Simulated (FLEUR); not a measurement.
# Collinear magnetic orders of B20 FeGe a1p06 with FLEUR

Does B20 FeGe a1p06 prefer parallel or opposed moments?

Main program and level: FLEUR MaX-R8.1; PBE; all-electron FLAPW, Dirac cores, scalar-relativistic bands.

This is a report of a sequence of runs, with most program output left out.

## (1) Starting point

The structure is cubic, space group P2_13 (No. 198). Conventional cell: a = 4.982 Å, b = 4.982 Å, c = 4.982 Å, α = 90.00°, β = 90.00°, γ = 90.00°. Nearest to Fe lie 7 Ge at 2.53 to 2.80 Å. Nearest to Ge lie 7 Fe at 2.53 to 2.80 Å. measured B20 cell, lattice constant scaled by 1.06, positions kept. Farther neighbours are not listed.

As a file:

```xyz
8
Lattice="4.9820 0.0000 0.0000 0.0000 4.9820 0.0000 0.0000 0.0000 4.9820" Properties=species:S:1:pos:R:3 pbc="T T T"
Fe    0.6726    0.6726    0.6726
Fe    1.8184    4.3094    3.1636
Fe    4.3094    3.1636    1.8184
Fe    3.1636    1.8184    4.3094
Ge    4.1948    4.1948    4.1948
Ge    3.2782    0.7872    1.7038
Ge    0.7872    1.7038    3.2782
Ge    1.7038    3.2782    0.7872
```

The cell is a made-up one and need not be a known phase.

## (2) Start 1: ferro ++++

The parallel start comes first: it shows whether parallel moments hold.

inpgen writes inp.xml from crystal.txt; cutoffs, mixing, functional, smearing and local orbitals are then set in the file. The k list default-1 (kpts.xml, not shown) is a Γ-centred 10×10×10 mesh; where the ranks do not divide the number of points, some are split in two of half the weight.

inp.xml reads:

```
<?xml version="1.0" encoding="UTF-8" standalone="no"?>
<fleurInput fleurInputVersion="0.39">
   <comment>
      FeGe
   </comment>
   <calculationSetup>
      <cutoffs Kmax="3.6" Gmax="10.8" GmaxXC="10.8" numbands="0"/>
      <scfLoop itmax="90" minDistance="0.00002" maxIterBroyd="15" imix="Anderson" alpha="0.05" precondParam="0.0" spinf="2.0" sdNocoIR="T"/>
      <coreElectrons ctail="T" frcor="F" kcrel="0" coretail_lmax="0"/>
      <xcFunctional name="pbe" relativisticCorrections="F"/>
      <magnetism jspins="2"/>
      <soc l_soc="F" theta="0.0" phi="0.0" spav="F"/>
      <expertModes spex="0" secvar="F"/>
      <geometryOptimization l_f="F" forcealpha="1.0" forcemix="BFGS" epsdisp="0.00001" epsforce="0.00001"/>
      <ldaU l_linMix="F" mixParam="0.05" spinf="1.0"/>
   </calculationSetup>
   <cell>
      <bzIntegration valenceElectrons="120.0" mode="hist" fermiSmearingEnergy="0.00183747">
         <kPointListSelection listName="default-1"/>
         <xi:include xmlns:xi="http://www.w3.org/2001/XInclude" href="kpts.xml"> </xi:include>
      </bzIntegration>
      <xi:include xmlns:xi="http://www.w3.org/2001/XInclude" href="sym.xml"> </xi:include>
      <bulkLattice scale="1.0">
         <bravaisMatrix>
            <row-1>    9.4146155527571995     0.0000000000000000     0.0000000000000000</row-1>
            <row-2>    0.0000000000000000     9.4146155527571995     0.0000000000000000</row-2>
            <row-3>    0.0000000000000000     0.0000000000000000     9.4146155527571995</row-3>
         </bravaisMatrix>
      </bulkLattice>
   </cell>
   <atomSpecies>
      <species name="Iron (Fe) 1.500" element="Fe" atomicNumber="26">
         <mtSphere radius="2.33" gridPoints="771" logIncrement="0.016"/>
         <atomicCutoffs lmax="8" lnonsphr="6"/>
         <electronConfig flipSpins="F">
            <coreConfig>(1s1/2) (2s1/2) (2p1/2) (2p3/2)</coreConfig>
            <valenceConfig>(3s1/2) (3p1/2) (3p3/2) (4s1/2) (3d3/2) (3d5/2)</valenceConfig>
            <stateOccupation state="(3d3/2)" spinUp="1.2" spinDown="1.2"/>
            <stateOccupation state="(3d5/2)" spinUp="2.55" spinDown="1.05"/>
         </electronConfig>
         <energyParameters s="4" p="4" d="3" f="4"/>
         <lo type="SCLO" l="0" n="3" eDeriv="0"/>
         <lo type="SCLO" l="1" n="3" eDeriv="0"/>
      </species>
      <species name="Germanium (Ge)" element="Ge" atomicNumber="32">
         <mtSphere radius="2.33" gridPoints="771" logIncrement="0.016"/>
         <atomicCutoffs lmax="8" lnonsphr="6"/>
         <electronConfig flipSpins="F">
            <coreConfig>(1s1/2) (2s1/2) (2p1/2) (2p3/2) (3s1/2) (3p1/2) (3p3/2)</coreConfig>
            <valenceConfig>(4s1/2) (3d3/2) (3d5/2) (4p1/2) (4p3/2)</valenceConfig>
            <stateOccupation state="(4p1/2)" spinUp="0.333333" spinDown="0.333333"/>
            <stateOccupation state="(4p3/2)" spinUp="0.666667" spinDown="0.666667"/>
         </electronConfig>
         <energyParameters s="4" p="4" d="3" f="4"/>
      </species>
   </atomSpecies>
   <atomGroups>
      <atomGroup species="Iron (Fe) 1.500">
         <relPos label="                   1">.1350000000 .1350000000 .1350000000</relPos>
         <relPos label="                   2">.3650000000 -.1350000000 -.3650000000</relPos>
         <relPos label="                   3">-.1350000000 -.3650000000 .3650000000</relPos>
         <relPos label="                   4">-.3650000000 .3650000000 -.1350000000</relPos>
         <force calculate="T" relaxXYZ="TTT"/>
      </atomGroup>
      <atomGroup species="Germanium (Ge)">
         <relPos label="                   5">-.1580000000 -.1580000000 -.1580000000</relPos>
         <relPos label="                   6">-.3420000000 .1580000000 .3420000000</relPos>
         <relPos label="                   7">.1580000000 .3420000000 -.3420000000</relPos>
         <relPos label="                   8">.3420000000 -.3420000000 .1580000000</relPos>
         <force calculate="T" relaxXYZ="TTT"/>
      </atomGroup>
   </atomGroups>
   <output dos="F" band="F" slice="F">
      <bandDOS minEnergy="-.5*Htr" maxEnergy="0.5*Htr" sigma="0.015" storeEVData="T"/>
      <plotting iplot="0" polar="F">
         <plot TwoD="T" vec1="  1.0  0.0  0.0" vec2="  0.0  1.0  0.0" vec3="  0.0  0.0  1.0" zero="  0.0  0.0  0.0" file="plot"/>
      </plotting>
      <moessbauerParams electricFieldGradient="F" isomerShift="F" coreHyperfine="F" valenceHyperfine="F"/>
   </output>
</fleurInput>
```

crystal.txt reads:

```
FeGe
&input film=F cartesian=F /
4.98200000000  0.00000000000  0.00000000000
0.00000000000  4.98200000000  0.00000000000
0.00000000000  0.00000000000  4.98200000000
1.8897261246
1.0 1.0 1.0

8
26 0.13500000000  0.13500000000  0.13500000000 : 1.500
26 0.36500000000  0.86500000000  0.63500000000 : 1.500
26 0.86500000000  0.63500000000  0.36500000000 : 1.500
26 0.63500000000  0.36500000000  0.86500000000 : 1.500
32 0.84200000000  0.84200000000  0.84200000000
32 0.65800000000  0.15800000000  0.34200000000
32 0.15800000000  0.34200000000  0.65800000000
32 0.34200000000  0.65800000000  0.15800000000

&kpt div1=10 div2=10 div3=10 gamma=T /
```

Launch:

```console
$ OMP_NUM_THREADS=1 inpgen -f crystal.txt > inpgen.log  # inp.xml is then edited as shown
$ OMP_NUM_THREADS=1 mpirun -n 4 fleur_MPI > fleur.log
```

It took 10 min on 4 MPI ranks of Intel Xeon Platinum 8488C (Sapphire Rapids), shared host; peak memory 0.51 GiB; 41 min of CPU time.

Spin moment in the muffin-tin sphere by atom:

```
atom  spin moment in the muffin-tin sphere (μB)
 Fe1                                       2.22
 Fe2                                       2.22
 Fe3                                       2.22
 Fe4                                       2.22
 Ge5                                      -0.10
 Ge6                                      -0.10
 Ge7                                      -0.10
 Ge8                                      -0.10
```

Read from the output:

| Quantity | Value |
| --- | --- |
| free energy | -367014.2110 eV |
| program's band gap on this mesh (in a metal only a level spacing) | 0 eV |
| magnetization | 8.040 μB |
| final state | ferromagnetic, with opposed induced moments |

After 28 cycles the largest moment stands at 2.22 μB.

## (3) Start 2: antiferro +-+-

Another pattern of signs weighs the neighbour shells otherwise.

Changes to inp.xml since step 2:

```diff
@@ -44,2 +44,15 @@
       </species>
+      <species name="Iron (Fe) -1.500" element="Fe" atomicNumber="26">
+         <mtSphere radius="2.33" gridPoints="771" logIncrement="0.016"/>
+         <atomicCutoffs lmax="8" lnonsphr="6"/>
+         <electronConfig flipSpins="F">
+            <coreConfig>(1s1/2) (2s1/2) (2p1/2) (2p3/2)</coreConfig>
+            <valenceConfig>(3s1/2) (3p1/2) (3p3/2) (4s1/2) (3d3/2) (3d5/2)</valenceConfig>
+            <stateOccupation state="(3d3/2)" spinUp="1.2" spinDown="1.2"/>
+            <stateOccupation state="(3d5/2)" spinUp="1.05" spinDown="2.55"/>
+         </electronConfig>
+         <energyParameters s="4" p="4" d="3" f="4"/>
+         <lo type="SCLO" l="0" n="3" eDeriv="0"/>
+         <lo type="SCLO" l="1" n="3" eDeriv="0"/>
+      </species>
       <species name="Germanium (Ge)" element="Ge" atomicNumber="32">
@@ -59,4 +72,7 @@
          <relPos label="                   1">.1350000000 .1350000000 .1350000000</relPos>
+         <relPos label="                   3">-.1350000000 -.3650000000 .3650000000</relPos>
+         <force calculate="T" relaxXYZ="TTT"/>
+      </atomGroup>
+      <atomGroup species="Iron (Fe) -1.500">
          <relPos label="                   2">.3650000000 -.1350000000 -.3650000000</relPos>
-         <relPos label="                   3">-.1350000000 -.3650000000 .3650000000</relPos>
          <relPos label="                   4">-.3650000000 .3650000000 -.1350000000</relPos>
@@ -66,4 +82,7 @@
          <relPos label="                   5">-.1580000000 -.1580000000 -.1580000000</relPos>
+         <relPos label="                   7">.1580000000 .3420000000 -.3420000000</relPos>
+         <force calculate="T" relaxXYZ="TTT"/>
+      </atomGroup>
+      <atomGroup species="Germanium (Ge)">
          <relPos label="                   6">-.3420000000 .1580000000 .3420000000</relPos>
-         <relPos label="                   7">.1580000000 .3420000000 -.3420000000</relPos>
          <relPos label="                   8">.3420000000 -.3420000000 .1580000000</relPos>
```

Changes to crystal.txt since step 2:

```diff
@@ -10,5 +10,5 @@
 26 0.13500000000  0.13500000000  0.13500000000 : 1.500
-26 0.36500000000  0.86500000000  0.63500000000 : 1.500
+26 0.36500000000  0.86500000000  0.63500000000 : -1.500
 26 0.86500000000  0.63500000000  0.36500000000 : 1.500
-26 0.63500000000  0.36500000000  0.86500000000 : 1.500
+26 0.63500000000  0.36500000000  0.86500000000 : -1.500
 32 0.84200000000  0.84200000000  0.84200000000
```

Run time: 47 min. Hardware: 4 MPI ranks; peak memory 1.3 GiB; 3.2 h of CPU time.

Spin moment in the muffin-tin sphere by atom:

| atom | spin moment in the muffin-tin sphere (μB) |
| --- | --- |
| Fe1 | 2.26 |
| Fe2 | -2.26 |
| Fe3 | 2.26 |
| Fe4 | -2.26 |
| Ge5 | 0.02 |
| Ge6 | -0.02 |
| Ge7 | 0.02 |
| Ge8 | -0.02 |

Numbers from this step:

```
free energy                                                       : -367014.0741 eV
program's band gap on this mesh (in a metal only a level spacing) : 8.65e-5 eV
magnetization                                                     : 0 μB
final state                                                       : antiferromagnetic
```

It lies 34.2 meV a seeded atom over the first start, and its largest moment is 2.26 μB against 2.22 μB.

## (4) Order 3, typed as no spin polarisation

A spinless run gives the zero against which the gain from the moments is read.

Changes to inp.xml since step 3:

```diff
@@ -10,3 +10,3 @@
       <xcFunctional name="pbe" relativisticCorrections="F"/>
-      <magnetism jspins="2"/>
+      <magnetism jspins="1"/>
       <soc l_soc="F" theta="0.0" phi="0.0" spav="F"/>
@@ -31,3 +31,3 @@
    <atomSpecies>
-      <species name="Iron (Fe) 1.500" element="Fe" atomicNumber="26">
+      <species name="Iron (Fe)" element="Fe" atomicNumber="26">
          <mtSphere radius="2.33" gridPoints="771" logIncrement="0.016"/>
@@ -37,17 +37,4 @@
             <valenceConfig>(3s1/2) (3p1/2) (3p3/2) (4s1/2) (3d3/2) (3d5/2)</valenceConfig>
-            <stateOccupation state="(3d3/2)" spinUp="1.2" spinDown="1.2"/>
-            <stateOccupation state="(3d5/2)" spinUp="2.55" spinDown="1.05"/>
-         </electronConfig>
-         <energyParameters s="4" p="4" d="3" f="4"/>
-         <lo type="SCLO" l="0" n="3" eDeriv="0"/>
-         <lo type="SCLO" l="1" n="3" eDeriv="0"/>
-      </species>
-      <species name="Iron (Fe) -1.500" element="Fe" atomicNumber="26">
-         <mtSphere radius="2.33" gridPoints="771" logIncrement="0.016"/>
-         <atomicCutoffs lmax="8" lnonsphr="6"/>
-         <electronConfig flipSpins="F">
-            <coreConfig>(1s1/2) (2s1/2) (2p1/2) (2p3/2)</coreConfig>
-            <valenceConfig>(3s1/2) (3p1/2) (3p3/2) (4s1/2) (3d3/2) (3d5/2)</valenceConfig>
-            <stateOccupation state="(3d3/2)" spinUp="1.2" spinDown="1.2"/>
-            <stateOccupation state="(3d5/2)" spinUp="1.05" spinDown="2.55"/>
+            <stateOccupation state="(3d3/2)" spinUp="1.200000" spinDown="1.200000"/>
+            <stateOccupation state="(3d5/2)" spinUp="1.800000" spinDown="1.800000"/>
          </electronConfig>
@@ -70,9 +57,6 @@
    <atomGroups>
-      <atomGroup species="Iron (Fe) 1.500">
+      <atomGroup species="Iron (Fe)">
          <relPos label="                   1">.1350000000 .1350000000 .1350000000</relPos>
+         <relPos label="                   2">.3650000000 -.1350000000 -.3650000000</relPos>
          <relPos label="                   3">-.1350000000 -.3650000000 .3650000000</relPos>
-         <force calculate="T" relaxXYZ="TTT"/>
-      </atomGroup>
-      <atomGroup species="Iron (Fe) -1.500">
-         <relPos label="                   2">.3650000000 -.1350000000 -.3650000000</relPos>
          <relPos label="                   4">-.3650000000 .3650000000 -.1350000000</relPos>
@@ -82,7 +66,4 @@
          <relPos label="                   5">-.1580000000 -.1580000000 -.1580000000</relPos>
+         <relPos label="                   6">-.3420000000 .1580000000 .3420000000</relPos>
          <relPos label="                   7">.1580000000 .3420000000 -.3420000000</relPos>
-         <force calculate="T" relaxXYZ="TTT"/>
-      </atomGroup>
-      <atomGroup species="Germanium (Ge)">
-         <relPos label="                   6">-.3420000000 .1580000000 .3420000000</relPos>
          <relPos label="                   8">.3420000000 -.3420000000 .1580000000</relPos>
```

Changes to crystal.txt since step 3:

```diff
@@ -9,6 +9,6 @@
 8
-26 0.13500000000  0.13500000000  0.13500000000 : 1.500
-26 0.36500000000  0.86500000000  0.63500000000 : -1.500
-26 0.86500000000  0.63500000000  0.36500000000 : 1.500
-26 0.63500000000  0.36500000000  0.86500000000 : -1.500
+26 0.13500000000  0.13500000000  0.13500000000
+26 0.36500000000  0.86500000000  0.63500000000
+26 0.86500000000  0.63500000000  0.36500000000
+26 0.63500000000  0.36500000000  0.86500000000
 32 0.84200000000  0.84200000000  0.84200000000
```

It took 2.8 min on 4 MPI ranks; peak memory 0.38 GiB; 11 min of CPU time.

Read from the output:

| Item | Value |
| --- | --- |
| free energy | -367013.1198 eV |
| program's band gap on this mesh (in a metal only a level spacing) | 0.05431 eV |
| final state | non-magnetic (no spin polarisation) |

It lies 273 meV a seeded atom over the first start.

## (5) The states side by side

Free energies are divided by the number of seeded atoms.

Orders:

```csv
start,final state,typed order kept,energy over the lowest (meV a seeded atom),largest sphere moment (μB),net moment (μB a primitive cell),mesh matched,CPU time (s)
ferro ++++,"ferromagnetic, with opposed induced moments",yes,0,2.222,8.04,yes,2476
antiferro +-+-,antiferromagnetic,yes,34.23,2.262,0,yes,11351
no spin polarisation,non-magnetic,-,272.8,0,0,yes,673.7
```

## (6) Results

| Item | Value |
| --- | --- |
| lowest state found | ferromagnetic (typed ferro ++++) |
| largest site spin moment | 2.22 μB |
| next finished state | antiferromagnetic, 34.2 meV a seeded atom higher |
| energy gained by spin polarisation | 273 meV a seeded atom |

**Reading.** The lowest state found is ferromagnetic, reached from the start ferro ++++, with moments up to 2.22 μB. The next finished state costs 34 meV a seeded atom. Forming the largest moments gains far more than ordering them, so they should outlast the ordering temperature. This is the lowest of 3 finished starts, no proof of the ground state. With 4 seeded atoms in the first cell, sign patterns within that cell may remain untried.

[Logs and program files are shortened in this print: banners, set-up blocks, solver, clock and traceback lines can be left out without a mark of their own.]

[Logs are printed without paths, hosts, clocks, repeated set-up lines and the standing remarks that a program may print on its own settings, such as how far it seeks lower states.]

[Hosts, paths, dates, database ids (printed as entryN), source tags and the programs' standing remarks are cut or masked in the printed files.]

[Where a cell is said to come from a database of computed structures, the database is the Materials Project.]
